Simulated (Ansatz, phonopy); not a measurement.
# AgCl (Chlorargyrite, Fm-3m): a volume series of phonon spectra, part 4 of 4

Wanted: mode Grüneisen parameters of AgCl (Chlorargyrite) and a free-energy fit over volumes.

Measurements to reproduce:
- volume expansion coefficient 98.7 1e-6/K near room temperature (given in “Descriptors for thermal expansion in solids”, 2017, arXiv:1701.03966)
- heat capacity C_P per formula unit 53 J/mol/K near room temperature (given in “High-Throughput Prediction of Finite-Temperature Properties using the Quasi-Harmonic Approximation”, 2016, arXiv:1603.06924)

Ansatz 0.2.0; DFT LDA, scalar-relativistic, plane waves, PAW.

So far. Step 13 (Lattice dynamics at this volume, V/V0 0.97): No mode is imaginary beyond numerical noise at the solved wavevectors. The highest zone-centre mode (no LO–TO term) moved by +11.1 % for a volume change of -3.0 %. Step 14 (A cell at another volume, V/V0 1.05): The run ends at a pressure of -2.98 GPa.

The database entry behind the starting cell differs from later determinations by our own check (an axis about 1.4 % short against later determinations), so it need not match the best structure at ambient conditions.

**15. Lattice dynamics at this volume, V/V0 1.05**

The same q-mesh and k-mesh are kept at every volume, so that much of their error can cancel in the differences.

The input, input.yaml:

```yaml
crystal:
  lattice:
    - [0.0, 2.7209617016, 2.7209617016]
    - [2.7209617016, 0.0, 2.7209617016]
    - [2.7209617016, 2.7209617016, 0.0]
  atoms:
    - { symbol: Ag, position: [0.0, 0.0, 0.0] }
    - { symbol: Cl, position: [0.5, 0.5, 0.5] }
kpoints:
  mp_grid: { grid: [8, 8, 8] }
hamiltonian:
  xc: lda
scf:
  occupations: { method: fixed }
output:
  eigenvalues: true
phonons:
  method: dfpt
  dielectric: true
  rigid_motions: translations
  qmesh: [4, 4, 4]
  temperatures: { t_max: 1000, t_step: 50 }
  qpath:
    path:
      - [[0.0, 0.0, 0.0], [0.5, 0.0, 0.5], [0.625, 0.25, 0.625]]
      - [[0.375, 0.375, 0.75], [0.0, 0.0, 0.0], [0.5, 0.5, 0.5], [0.5, 0.25, 0.75], [0.5, 0.0, 0.5]]
    npoints: 10
```

Run with:

```sh
$ ansatz run input.yaml --threads 4 --pin off --max-ram 8192MiB --backend cpu --events-out ev --progress --plain --runs-dir out
```

Numbers of over 12 decimals in the logs are rounded to 6 here.

The log of the run:

```text
[...]
Crystal: 2 atoms, lattice volume = 40.290 Å³
Basis set: ecut = 420 eV, 749 PW (Γ), exchange–correlation on 54×54×54 points (8 copies of the dense FFT grid, shifted against one another)
Bands: 17, of which v1, the nominal top of the filled ones, is band 13 counted from 1 (12 counted from 0)
Symmetry: 48 space group operations
k-points: 59 of 512 (irreducible under 8 space group operations, time reversal used)
[...]
optical modes at Γ + LO–TO along q̂ = [0.0000, 1.0000, 0.0000]:
      ω (cm⁻¹)  modes    IR ((D/Å)²/amu)
        106.06      2             3.5697
        166.94      1             1.7848
  optical modes at Γ + LO–TO along q̂ = [0.0000, 0.0000, 1.0000]:
      ω (cm⁻¹)  modes    IR ((D/Å)²/amu)
        106.06      2             3.5697
        166.94      1             1.7848
--- Phonons (arbitrary-q DFPT): 8 irreducible q on the 4×4×4 mesh ---
[...]
interpolated dispersion: 63 rows × 6 modes
[...]
[key lines of the parts left out:]
SCF converged after 7 iterations
Free energy (F): -8502.909100 eV
Fermi energy:    8.791211 eV
```

Elapsed: 62 s, on 4 threads of Intel Xeon Platinum 8488C (Sapphire Rapids), shared host; peak memory 1.1 GiB; 3.8 min of CPU time.

No mode is imaginary beyond numerical noise at the solved wavevectors. The highest zone-centre mode (no LO–TO term) moved by -18.4 % for a volume change of +5.0 %.

**16. Mode Grüneisen parameters**

This step: DFT LDA, scalar-relativistic, plane waves, PAW (phonopy 4.10.0).

Numbers from this step:

```yaml
share_of_modes_with_a_negative_grueneisen_parameter: 0.144
```

Mean Grüneisen, by row:

| T (K) | heat-capacity-weighted mean | root mean square |
| --- | --- | --- |
| 50 | 1.696 | 3.032 |
| 100 | 2.051 | 3.033 |
| 200 | 2.145 | 3.012 |
| 300 | 2.162 | 3.006 |
| 500 | 2.17 | 3.003 |
| 800 | 2.173 | 3.002 |

Table of mean mode Grueneisen parameter by wavenumber:

| wavenumber (cm⁻¹) | mean mode Grueneisen parameter |
| --- | --- |
| 3.5 | - |
| 10.6 | -2.05 |
| 24.7 | -1.37 |
| 31.7 | -1.32 |
| 45.8 | 0.817 |
| 52.9 | 1.56 |
| 59.9 | 3.13 |
| 74.0 | 3.22 |
| 81.1 | 2.5 |
| 88.1 | 2.73 |
| 102.2 | 3.35 |
| 109.3 | 3.95 |
| 123.4 | 4 |
| 130.4 | 3.71 |
| 137.5 | 3.57 |
| 151.6 | 3.18 |
| 158.7 | 3.12 |
| 165.7 | 2.98 |
| 179.8 | 2.49 |
| 186.9 | 2.21 |
| 201.0 | 2.2 |
| 208.0 | 2.03 |

Volume series, by row:

| V/V0 | V (Å³/atom) | pressure (GPa) | E - E0 (meV/atom) | gap (eV) | zero-point energy (meV/atom) | lowest on the path (cm⁻¹) | highest at Gamma without the LO-TO term (cm⁻¹) |
| --- | --- | --- | --- | --- | --- | --- | --- |
| 0.97 | 18.61 | 2.292 | 3.996 | 0.642 | 21.63 | 0 | 144.3 |
| 0.985 | 18.9 | 1.094 | 0.971 | 0.633 | 20.85 | 0 | 137.1 |
| 1 | 19.19 | 0.003 | 0 | 0.627 | 20.07 | 0 | 129.9 |
| 1.015 | 19.47 | -0.992 | 0.902 | 0.621 | 19.3 | 0 | 122.8 |
| 1.03 | 19.76 | -1.899 | 3.511 | 0.617 | 18.53 | 0 | 115.6 |
| 1.05 | 20.14 | -2.982 | 9.38 | 0.614 | 17.49 | 0 | 106.1 |

The optical frequency at Gamma without the LO-TO term, mode 4 by V/V0:

| V/V0 | optical frequency at Gamma without the LO-TO term, mode 4 (cm⁻¹) |
| --- | --- |
| 0.9700 | 144 |
| 0.9850 | 137 |
| 1.0000 | 130 |
| 1.0150 | 123 |
| 1.0300 | 116 |
| 1.0500 | 106 |

Grüneisen at points, by row:

| point | branch | frequency (cm⁻¹) | mode Grüneisen parameter |
| --- | --- | --- | --- |
| Γ | 4 | 129.9 | 3.68 |
| Γ | 6 | 182.4 | 1.79 |
| X | 1 | 32.2 | -3.55 |
| X | 3 | 54.5 | -1.06 |
| X | 4 | 169.6 | 2.92 |
| X | 6 | 208 | 2.47 |
| U | 1 | 44.4 | 0.67 |
| U | 2 | 49.2 | -1.47 |
| U | 3 | 74.3 | 1.45 |
| U | 4 | 142 | 3.55 |
| U | 5 | 184.7 | 2.41 |
| U | 6 | 198.6 | 2.57 |
| K | 1 | 44.4 | 0.67 |
| K | 2 | 49.2 | -1.47 |
| K | 3 | 74.3 | 1.45 |
| K | 4 | 142 | 3.55 |
| K | 5 | 184.7 | 2.41 |
| K | 6 | 198.6 | 2.57 |
| L | 1 | 62 | 10.62 |
| L | 3 | 72.5 | 3.12 |
| L | 5 | 108.9 | 1.84 |
| L | 6 | 211.6 | 1.85 |
| W | 1 | 44.8 | -1.89 |
| W | 3 | 84.5 | 2.55 |
| W | 4 | 150.6 | 2.68 |
| W | 5 | 190.6 | 2.66 |

**17. Free-energy fit**

Table of energy (each curve on its own zero) by volume; values in meV/atom:

| volume (Å³/atom) | static | F at 0 K | F at 300 K | F at 600 K |
| --- | --- | --- | --- | --- |
| 18.610 | 4 | 5.98 | 10.7 | 17.1 |
| 18.898 | 0.97 | 2.18 | 5.42 | 9.67 |
| 19.186 | 0 | 0.43 | 1.94 | 3.82 |
| 19.474 | 0.9 | 0.56 | 0.11 | -0.62 |
| 19.761 | 3.51 | 2.39 | -0.29 | -3.91 |
| 20.145 | 9.38 | 7.22 | 0.85 | -7.35 |

Phonopy-qha, vinet fit of F(V) at each temperature; no electronic free energy. Qha vinet, by row:

| T (K) | fitted volume (Å³/atom) | alpha_V (1e-6/K) | B_T (GPa) | C_P (J/mol-atom/K) | Grueneisen |
| --- | --- | --- | --- | --- | --- |
| 75 | 19.34 | 48.39 | 64.45 | 17.7 | 2.067 |
| 100 | 19.36 | 60.52 | 62.84 | 20.43 | 2.205 |
| 125 | 19.4 | 69.35 | 61.08 | 22.1 | 2.289 |
| 150 | 19.43 | 76.62 | 59.21 | 23.21 | 2.355 |
| 175 | 19.47 | 83.31 | 57.21 | 24.01 | 2.415 |
| 200 | 19.51 | 90.02 | 55.09 | 24.65 | 2.474 |
| 225 | 19.56 | 97.17 | 52.84 | 25.2 | 2.537 |

The volume expansion coefficient, phonopy-qha, Vinet by temperature:

| temperature (K) | volume expansion coefficient, phonopy-qha, Vinet (1e-6/K) |
| --- | --- |
| 75.0 | 48.4 |
| 100.0 | 60.5 |
| 125.0 | 69.3 |
| 150.0 | 76.6 |
| 175.0 | 83.3 |
| 200.0 | 90.0 |
| 225.0 | 97.2 |

**18. Results**

| Item | Value |
| --- | --- |
| mean mode Grüneisen parameter at 300 K | 2.16 |

In words: The table stops at 225 K because the fitted bulk modulus falls by over a fifth between 200 and 325 K, a sign that the fit runs away. The heat-capacity-weighted Grüneisen parameter goes from 1.70 at 50 K to 2.17 at 800 K; 14 % of the modes stiffen on expansion. Weighting γ by the density of states and each mode's heat capacity at 300 K, modes below 70 cm⁻¹ give about 14 % of the sum of γC that drives the expansion, those up to 140 cm⁻¹ 47 % and the rest 38 %. Among the labelled points γ is largest for branch 1 at L (62 cm⁻¹, 11) and most negative for branch 1 at X (32.2 cm⁻¹, -3.5). The PAW files were made for PBE and are used here under another functional, for which the program regenerates the frozen cores.

[Logs are printed without paths, hosts, clocks, repeated set-up lines and the standing remarks that a program may print on its own settings, such as how far it seeks lower states.]

[Hosts, paths, dates, database ids (printed as entryN), source tags and the programs' standing remarks are cut or masked in the printed files.]

[A step with changed settings may run another functional than the one named; its input shows which.]

[Of the runs on displaced cells, only some may be shown.]
